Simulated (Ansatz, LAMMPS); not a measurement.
# Amorphous 75HfO2-25SiO2 (mol %) (84 atoms), relaxed: mesh and functional compared

Which bonds does the relaxation leave, and how do the Kohn-Sham gap, forces and pressure change with k-mesh and functional?

Calculated with Ansatz 0.2.0: Kohn-Sham DFT, PBE, PAW (set soft_2), plane waves; cutoff 420 eV, Γ point, fermi-dirac smearing of 0.025 eV.

**The cell**

Density at the start: 6.81 g/cm³. The cell holds 84 atoms: 21 Hf, 7 Si and 56 O. Cell: a = 10.570 Å, b = 10.570 Å, c = 10.570 Å, α = 90.0°, β = 90.0°, γ = 90.0°. 84 atoms (21 Zr, 7 Si, 56 O) placed at random at 4.23 g/cm³, melted at 5000 K for 10 ps at fixed volume with the Morse and Coulomb pair potential with partial charges (Pedone, Malavasi, Menziani, Cormack and Segre, J. Phys. Chem. B 110, 11780 (2006)). Quenched from 5000 K to 300 K at 50 K/ps and fixed volume, held 5 ps, then minimised at fixed cell. Then Zr was replaced by Hf (the potential has no terms for the new elements, so the cell is a start for a DFT relaxation).

Cell and atoms were relaxed with PBE. The walk converged after 12 steps by the program's count, with a largest force component of 0.0176 eV/Å; it began at an r.m.s. force component of 0.78 eV/Å. The edges went from 10.570, 10.570, 10.570 to 10.378, 10.489, 10.254 Å, and the volume from 14.059 to 13.270 Å³ an atom (-5.6 %).

The input of the reference single point:

```yaml
crystal:
  lattice:
    - [10.37447, -0.25214, 0.03532]
    - [-0.25214, 10.48518, 0.08906]
    - [0.03532, 0.08906, 10.25378]
  atoms:
    - { symbol: Hf, position: [0.47948, 0.25716, 0.50939] }
    - { symbol: Hf, position: [0.62646, 0.43497, 0.18757] }
    - { symbol: Hf, position: [0.19625, 0.54661, 0.88672] }
    - { symbol: Hf, position: [0.62865, 0.33646, 0.8557] }
    [... 78 atom lines left out ...]
    - { symbol: O, position: [0.94564, 0.03892, 0.80617] }
    - { symbol: O, position: [0.24622, 0.01021, 0.86586] }
kpoints:
  mp_grid: { grid: [1, 1, 1] }
hamiltonian:
  xc: pbe
scf:
  occupations: { method: fermi_dirac, width: 0.025 }
output:
  forces: true
  stress: true
  populations: true
  dos:
    method: { smearing: { sigma: 0.08 } }
    de: 0.05
    projected: { site_lists: { Hf: [Hf], O: [O], Si: [Si] } }
  eigenvalues: true
  write_density: true
  write_potential: true
  volumetric_format: npy
```

**Bonds after relaxation**

Bonds by pair of elements; cutoffs follow the first minimum of g(r), held within bounds set by covalent radii, and pairs that aren't listed don't count as bonded:

```
pair A-B  cutoff (Å)  bonds  mean length (Å)  spread (Å)  shortest (Å)  B about A  A about B
    O-Hf        2.82    126             2.13       0.136          1.93       2.25          6
    O-Si        2.08     28             1.64       0.028          1.59        0.5          4
```

How many atoms have how many bonded neighbours:

```
element  mean   2   3  4  5   6  7
     Hf     6   0   0  0  2  17  2
      O  2.75  19  32  5  0   0  0
     Si     4   0   0  7  0   0  0
```

**Levels of theory**

Single points at the relaxed geometry:

| functional | k-mesh | Kohn-Sham gap (eV) | pressure (GPa) | r.m.s. force component (eV/Å) | SCF cycles | time |
| --- | --- | --- | --- | --- | --- | --- |
| PBE | 1×1×1 | 4.074 | -0.02 | 0.006 | 11 | 42 s |
| PBE | 2×2×2 | 4.074 | -0.03 | 0.015 | 11 | 5.9 min |
| HSE06 | 1×1×1 | 5.690 | -4.81 | 0.150 | 22 | 11 min |
| r2SCAN | 1×1×1 | 4.553 | -4.95 | 0.111 | 10 | 70 s |
| PBEsol | 1×1×1 | 3.988 | -5.17 | 0.075 | 12 | 40 s |

The gap is that between the highest filled and lowest empty Kohn-Sham level on the run's k-points. Cutoffs: 420 eV for PBE, HSE06 and PBEsol; 500 eV for r2SCAN. Times come from shared hosts and are rough.

**Findings**

By these cutoffs 81 % of Hf atoms have 6, 57 % of O atoms have 3 and 100 % of Si atoms have 4 neighbours. The Kohn-Sham gap is 4.07 eV with PBE on the 1×1×1 mesh and 4.07 eV on 2×2×2. On the 1×1×1 mesh HSE06 changes the gap by +1.62 eV against PBE. Carrying that shift over to the 2×2×2 mesh gives 4.07 + 1.62 = 5.69 eV, an estimate that takes the shift to be alike at all k-points. On the reference's mesh the gap changes with r2SCAN by +0.48 eV and PBEsol by -0.09 eV. Against the reference the pressure changes with HSE06 by -4.8 GPa, r2SCAN by -4.9 GPa and PBEsol by -5.1 GPa; a negative change means a smaller volume than PBE would take. The denser mesh moves the energy by -2.1 meV/atom and the pressure by -0.01 GPa.

Limits: All single points share the geometry relaxed with PBE. The volume changed by -5.6 % on relaxing; in so small a cell, on this mesh and at this cutoff, the relaxed density is rough. One sample; tail or defect levels can set the gap of a disordered cell. The quench rate of 50 K/ps is many orders above laboratory rates, so the cell is likely richer in defects and strain than a real sample. The network of bonds at the start is that of the classical potential that made the cell, and needn't be the one that DFT or experiment would give. Spin–orbit coupling is left out, which matters for the levels of the heavy elements. In some runs the program notes that it cut back its work space to fit the memory limit, the exchange threshold is loose for the stress and the SCF threshold is loose for the stress.

[Logs are printed without paths, hosts, clocks, repeated set-up lines and the standing remarks that a program may print on its own settings, such as how far it seeks lower states.]

[Hosts, paths, dates, database ids (printed as entryN), source tags and the programs' standing remarks are cut or masked in the printed files.]
